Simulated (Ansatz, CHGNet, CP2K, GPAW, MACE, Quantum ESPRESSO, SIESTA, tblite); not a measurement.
## (9,9) carbon nanotube bundle (108 atoms): one structure in several programs

Wanted: errors and costs of other methods on (9,9) carbon nanotube bundle (108 atoms). A plane-wave run serves as the reference.

Main program and level: Ansatz 0.2.0; Kohn-Sham DFT, PBE, PAW, plane waves.

## (1) The structure

The cell holds 108 atoms: 108 C. Cell: a = 15.506 Å, b = 15.506 Å, c = 7.380 Å, α = 90.0°, β = 90.0°, γ = 120.0°. It derives from C (graphene). Graphene sheet (a = 2.46 Å) rolled into a (9,9) tube of diameter 12.21 Å, 3 periods, hexagonal bundle with 3.3 Å between walls; not relaxed, displaced by a Gaussian of 0.02 Å. Then every atom was moved at random, 0.02 Å r.m.s. a Cartesian component. The structure's axis is c.

## (2) The reference run

The PAW files are the set soft_2.

Contents of input.yaml:

```yaml
crystal:
  lattice:
    - [15.50642, 0.0, 0.0]
    - [-7.75321, 13.42896, 0.0]
    - [0.0, 0.0, 7.38]
  atoms:
    - { symbol: C, position: [0.41574, 0.05107, 0.16759] }
    - { symbol: C, position: [0.4368, 0.10703, 0.99484] }
    - { symbol: C, position: [0.45201, 0.20444, 0.00281] }
    - { symbol: C, position: [0.45584, 0.25008, 0.1601] }
    [... 98 atom lines left out ...]
    - { symbol: C, position: [0.05392, 0.6389, 0.66338] }
    - { symbol: C, position: [0.10337, 0.66898, 0.83894] }
    - { symbol: C, position: [0.20389, 0.74976, 0.83446] }
    - { symbol: C, position: [0.24691, 0.7954, 0.00283] }
    - { symbol: C, position: [0.32837, 0.89414, 0.99418] }
    - { symbol: C, position: [0.35916, 0.94481, 0.83409] }
kpoints:
  mp_grid: { grid: [1, 1, 1] }
hamiltonian:
  xc: pbe
scf:
  occupations: { method: fermi_dirac, width: 0.05 }
output:
  forces: true
  eigenvalues: true
  populations: true
  stress: true
```

Command:

```sh
$ ansatz run input.yaml --threads 4 --pin off --max-ram 8192MiB --backend cpu --events-out ev --progress --plain --runs-dir out
```

Numbers of over 12 decimals in the logs are rounded to 6 here.

What it wrote:

```text
[...]
Pseudopotentials: kind: paw
Pseudopotential: C, paw, valence charge 4, recommended cutoff 420 eV (normal), C.paw.azcp
[... 5 lines on functional and potentials left out ...]
Crystal: 108 atoms, lattice volume = 1536.775 Å³
Basis set: ecut = 420 eV, 30037 PW (Γ), exchange–correlation on 216×216×100 points (8 copies of the dense FFT grid, shifted against one another)
Bands: 324, of which v1, the nominal top of the filled ones, is band 216 counted from 1 (215 counted from 0)
Symmetry: 1 space group operations
Space group: P1 (ITA 1), of the structure as read, at distance tolerance 1.2e-4 Å
k-points: 1
[... 3 lines on functional and potentials left out ...]
Initial density: superposition of atomic densities (neutral atoms: chi_scale 0, normalization atom), corrected by the library's trained network
Initial wavefunctions: pseudopotential atomic-orbital guess
[...]
SCF iter   1: F=—  HF=-27083.381837 eV  |F-HF|=—  |Δ(HF+E_count)|=         —  Δρ=5.01e-3  dr2=6.93e-1  ethr=1.77e-3  ⟨swp⟩=8.0  Hψ=1636  notcnv=0  defer=91
preconditioner: auto → LDOS  [metal: Δε(μ)=0.021 eV  Ē_g=15.005 eV  σ=0.050 eV  W_gap=0.10  n_scr=280 (ndim 8)  ℏωp=19.7 eV  f_vac=0.371  D(μ)=24.45/eV (n_scr^D=128)  β→1.0]
[...]
SCF iter   9: F=—  HF=-27083.266124 eV  |F-HF|=—  |Δ(HF+E_count)|=   3.31e-7  Δρ=3.53e-6  dr2=3.44e-7  ethr=3.80e-10  ⟨swp⟩=2.0  Hψ=398  notcnv=0  defer=95
SCF iter  10: F=-27083.266124 eV  HF=-27083.266124 eV  |F-HF|=2.40e-8  |Δ(HF+E_count)|=   8.24e-8  Δρ=1.43e-6  dr2=6.92e-8  ethr=2.31e-11  ⟨swp⟩=27.0  Hψ=2819  notcnv=0
SCF 1 converged in 10 iterations: F = -27083.266124 eV  dr2 = 6.92e-8
[...]
SCF converged after 10 iterations
Free energy (F): -27083.266124 eV
Harris-Foulkes:  -27083.266124 eV  (|F-HF|=2.40e-8)
Internal energy: -27083.080552 eV  (E = F + TS)
E sigma→0 (E₀):  -27083.173338 eV
Entropy (-TS):   -0.185572 eV (-1.718 meV/atom)
Fermi energy:    2.701337 eV
--- Per-component energies (eV) ---
[...]
Σ components = -27083.266124   (vs F -27083.266124, Δ=0.00e0)
--- Forces (eV/Å), atoms counted from 1 ---
  atom   1  C      0.19608356     2.19713469    -0.51700868
  atom   2  C      0.09009149    -2.15748939     3.03548623
  atom   3  C      1.01884652    -0.24304035    -2.95283601
  atom   4  C     -0.84776361     0.49780052     4.20972496
[...]
atom 108  C      0.70318371     1.57582884    -2.10400557
  max |Σ_I F_I| component: 6.92e-5 eV/Å
--- Stress (GPa, compression-positive) ---
        4.184235       0.386153      -0.231168
        0.386153       3.867239       0.251940
       -0.231168       0.251940       2.452606
  P = ⅓ Tr σ = 3.5014 GPa (35.014 kbar)
--- Band table (eV) ---
  k-point 0: bands = ["-16.9308", "-16.8028", "-16.7917", "-16.6381", [... 308 levels ...], "10.8173", "10.8392", "10.8790", "10.9142", "10.9683", "11.0390", "11.0491", "11.0705", "11.0828", "11.1676", "11.2186", "11.2627"]
--- Löwdin populations: 108 sites ---
  site symbol       q [e]
     0      C      3.9624
     1      C      3.9677
     2      C      3.9529
[...]
107      C      3.9611
  spilling = 0.010089 (of n_electrons = 432.000000)
```

It took 22 s on 4 threads of Arm Neoverse V1, shared host; peak memory 1.7 GiB.

In the SCF lines HF is the Harris–Foulkes energy and dr2 the Hartree energy of the density residual, in eV; the loop may stop once dr2 is under the threshold and the program's other checks hold. Hψ counts applications of the Hamiltonian.

Numbers from this run:

| Property | Result |
| --- | --- |
| free energy | -27083.2661 eV |
| free energy per atom | -250.7710 eV/atom |
| SCF cycles | 10 |
| pressure | 3.501 GPa |
| r.m.s. force component | 1.649 eV/Å |
| longest force | 9.274 eV/Å |
| Fermi energy | 2.701 eV |
| levels partly filled by over 2 per cent | 4 |
| spilling of the projection | 0.01009 |

Length of the force by element:

```tsv
element	coordination	atoms	mean length of the force (eV/Å)	spread	least	most
C	all	108	2.58	1.22	0.485	9.27
```

The mean of these charges, 0.040 e, is only the charge that the projection spills.

Löwdin charges by element (they lack the spilled electrons, 0.040 e an atom on average):

```tsv
element	coordination	atoms	mean charge (e)	spread	least	most
C	all	108	0.0404	0.0034	0.0322	0.0498
```

The levels nearest the highest filled one (over half full), pooled over k-points and spins:

```tsv
level less the highest filled one (eV)	occupation
-0.781	2
-0.690	2
-0.618	2
-0.550	2
-0.161	1.93
0	1.02
0.0174	0.851
0.113	0.199
0.991	0
1.10	0
1.18	0
1.25	0
```

## (3) Local order

Density 1.40 g/cm³, 14.23 Å³ an atom.

Pair distribution function in bins of 0.1 Å:

```tsv
r (Å)	total
1.15	0.00
1.25	0.13
1.35	5.58
1.45	11.10
1.55	0.09
1.65	0.00
1.75	0.00
1.85	0.00
1.95	0.00
2.05	0.00
2.15	0.00
2.25	0.00
2.35	1.12
2.45	9.10
2.55	1.09
2.65	0.00
2.75	1.15
2.85	2.90
2.95	0.20
3.05	0.00
3.15	0.00
3.25	0.00
3.35	0.00
3.45	0.00
3.55	0.61
3.65	1.57
3.75	3.66
3.85	1.06
3.95	0.15
4.05	0.23
4.15	1.38
4.25	2.42
4.35	0.98
4.45	0.76
4.55	0.41
4.65	0.05
4.75	1.26
4.85	2.32
4.95	1.75
5.05	1.65
5.15	1.73
5.25	0.85
5.35	0.18
5.45	0.93
```

Bonds by pair of elements; cutoffs follow the first minimum of g(r), held within bounds set by covalent radii, and pairs that aren't listed don't count as bonded:

```tsv
pair A-B	cutoff (Å)	bonds	mean length (Å)	spread (Å)	shortest (Å)	B about A	A about B
C-C	1.85	162	1.42	0.039	1.29	3	3
```

How many atoms have how many bonded neighbours:

```tsv
element	mean	3
C	3	108
```

Rings of the network by King's shortest-path rule, up to 12 atoms, one path for each pair of neighbours; H, halogens, alkali and alkaline-earth atoms are left out, and the last column divides by all other atoms, bonded or not:

```tsv
ring size (atoms)	rings	per network atom
6	54	0.5
```

## (4) The ladder

The programs:
- CHGNet: machine-learned potential, published weights.
- CP2K 2026.2: Gaussian basis with GTH pseudopotentials and a plane-wave density; labels give functional, basis (MOLOPT sets; SR short-range, UZH the newer set with its own potentials), grid cutoff/relative cutoff and solver (OT: orbital transformation; TRS4, TC2, SIGN: linear-scaling purification with its sparsity filter), or its built-in tight binding.
- GPAW 26.7.0: PAW with atomic orbitals (LCAO), plane waves or a real-space grid of spacing h.
- MACE: machine-learned potential, published weights.
- Quantum ESPRESSO 7.5: plane waves; labels (QE) give functional, pseudopotential set and cutoffs of waves/density.
- SIESTA 5.4.2: numerical atomic orbitals, whose automatically made sets are far from complete, with PseudoDojo norm-conserving potentials that we converted to its format (checked against plane waves on the same files for H, C, O, Si, Ge and Ca alone); labels give functional, basis size, energy shift and mesh cutoff.
- tblite 0.8.0: extended tight binding, driven from Python.

All use the same cell and atoms; the electronic-structure runs use the same k-mesh, and an electronic temperature of 580 K (0.05 eV) where levels are smeared.

Differences are against the plane-wave reference, forces as r.m.s. over components; share is that over the reference's r.m.s. force, slope the least-squares factor from reference forces to these. Total energies of different programs have different zeros and aren't compared.

```tsv
run	Δ force, r.m.s. (meV/Å)	share (%)	slope	Δ pressure (GPa)	cores	CPU time	memory (GiB)
reference	-	-	-	-	4	83 s	1.7
CHGNet r2SCAN potential	491	29.8	0.767	-2.23	1	4.8 s	2.0
CP2K PBE, DZVP-MOLOPT-SR, 157/50 Ry, diagonalisation (coarse)	53.5	3.25	1.021	0.591	2	7 min	0.95
CP2K PBE, DZVP-MOLOPT-SR, 315/50 Ry, diagonalisation (coarse)	35.8	2.17	1.018	0.577	2	9.6 min	2.0
CP2K PBE, DZVP-MOLOPT-SR, 450/50 Ry, diagonalisation	34.1	2.07	1.018	0.576	4	9.1 min	3.8
CP2K PBE, TZVP-MOLOPT, 450/50 Ry, diagonalisation	14.1	0.854	1.006	0.306	4	2.2 h	4.2
CP2K PBE, TZVP-UZH, 450/50 Ry, diagonalisation	27.7	1.68	1.015	0.689	4	14 min	4.0
GPAW PBE, LCAO dzp, h 0.2 Å	138	8.36	1.067	-	2	2.3 min	1.4
GPAW RPBE, LCAO dzp, h 0.2 Å	157	9.53	1.075	-	2	2.3 min	1.4
MACE MP-0b2 small potential	360	21.8	0.846	-0.755	1	7.2 s	0.68
MACE MPA-0 medium potential	308	18.7	0.947	-1.03	1	9.3 s	1.2
QE PBE, sssp-1.3.0-efficiency, 45/360 Ry	4.22	0.256	1.002	0.0799	4	12 min	4.2
SIESTA PBE, DZP, shift 0.01 Ry, mesh 100 Ry (coarse)	235	14.2	1.116	5.56	2	86 s	0.69
SIESTA PBE, DZP, shift 0.01 Ry, mesh 300 Ry	234	14.2	1.115	5.56	2	3.8 min	1.2
SIESTA PBE, SZP, shift 0.01 Ry, mesh 300 Ry (coarse)	456	27.7	1.210	12.7	2	2.9 min	1.1
tblite GFN1-xTB	194	11.7	0.962	-1.68	1	2.5 s	0.13
tblite GFN2-xTB	199	12.1	0.953	-3.54	1	6.7 s	0.13
```

Rows marked coarse were listed beforehand as settings not expected to be converged; some can still land near the reference.

Times of the machine-learned potentials are mostly Python's start and the loading of weights.

CPU time is summed over cores on a shared host, where runs went side by side, so it is rough. Symmetry, cutoffs, thresholds, outputs and thread counts weren't matched or tuned between programs; memory under MPI is the largest rank's times the ranks.

Within one program, basis, potentials and functional, energies share a zero. Each run against its twin at the usual cutoff or grid and solver:

```tsv
run	twin	Δ energy (meV/atom)	Δ force, r.m.s. (meV/Å)	CPU time over the twin's
CP2K PBE, DZVP-MOLOPT-SR, 157/50 Ry, diagonalisation	DZVP-MOLOPT-SR, 450/50 Ry, diagonalisation	-0.865	35.0	0.76 (this twin ran on 4 cores)
CP2K PBE, DZVP-MOLOPT-SR, 315/50 Ry, diagonalisation	DZVP-MOLOPT-SR, 450/50 Ry, diagonalisation	-0.0355	8.21	1.1 (this twin ran on 4 cores)
SIESTA PBE, DZP, shift 0.01 Ry, mesh 100 Ry	DZP, shift 0.01 Ry, mesh 300 Ry	0.454	3.82	0.38
```

## (5) Outcome

```json
{"reference r.m.s. force component": "1.65 eV/Å", "nearest in forces": "QE PBE, sssp-1.3.0-efficiency, 45/360 Ry, 0.26 %", "farthest in forces": "CHGNet r2SCAN potential, 30 %", "cheapest electronic-structure run beside the reference": "tblite GFN1-xTB, 2.5 s of CPU time"}
```

What this shows: PBE on plane waves or a grid with other potentials, cutoffs or grids, coarse settings apart, differs from the reference by 0.26 % (QE PBE, sssp-1.3.0-efficiency, 45/360 Ry) of the r.m.s. force; this holds the reference's own error, so differences of a few per cent don't tell which side is nearer the exact PBE result (QE's 45 Ry are 612 eV, against the reference's 420 eV). The PBE runs in local orbitals, coarse settings apart, differ by 0.85 % (CP2K PBE, TZVP-MOLOPT, 450/50 Ry, diagonalisation) to 14 % (SIESTA PBE, DZP, shift 0.01 Ry, mesh 300 Ry); basis, grid and potentials can all enter. Tight binding differs by 12 % in each run; it is another model, with fitted parameters of its own, and the xTB methods hold dispersion. Machine-learned potentials differ by 19 % (MACE MPA-0 medium potential) to 30 % (CHGNet r2SCAN potential); they were trained on other programs' data, some at another functional. Among those trained on PBE data the slope goes as low as 0.85, which softening far from their training structures can give, though the reference's k-sampling is untested too. Rows with another functional or a dispersion term differ by 9.5 % (GPAW RPBE, LCAO dzp, h 0.2 Å), which mixes the change of model with differences of basis and potentials. Runs with settings chosen to be coarse differ by 2.2 % (CP2K PBE, DZVP-MOLOPT-SR, 315/50 Ry, diagonalisation) to 28 % (SIESTA PBE, SZP, shift 0.01 Ry, mesh 300 Ry), their programs' other errors included. Of the electronic-structure runs that take under half the reference's CPU time, tblite GFN1-xTB is among the nearest, at 12 % in 2.5 s against 83 s; its pressure misses by -1.7 GPa. SIESTA PBE, SZP, shift 0.01 Ry, mesh 300 Ry stiffens the forces by a factor of 1.21 while following their directions (correlation 0.989); the slopes of the 3 SIESTA runs lie between 1.12 and 1.21. In pressure, SIESTA PBE, SZP, shift 0.01 Ry, mesh 300 Ry misses by +12.7 GPa, at the same functional. In the reference: no gap is quoted, since levels at the Fermi energy are partly filled. In the reference: Löwdin charges run from +0.03 to +0.05 e, about a mean that is the spilled charge alone. Periodic xTB results under one method name differ between programs and library versions. Machine-learned potentials mimic data converged in k, so the reference's own k-point error enters their differences. The reference's pressure of 3.5 GPa belongs to a cell and atoms that aren't relaxed at this level. The electronic-structure runs sample only Γ, in a cell whose shortest periodic width is 7 Å, which is coarse for a cell with partly filled levels.

[Also dropped from logs without a mark: logging warnings of Python, and SIESTA's first energy breakdown and zero terms.]

[Logs are printed without paths, hosts, clocks, repeated set-up lines and the standing remarks that a program may print on its own settings, such as how far it seeks lower states.]

[Hosts, paths, dates, database ids (printed as entryN), source tags and the programs' standing remarks are cut or masked in the printed files.]
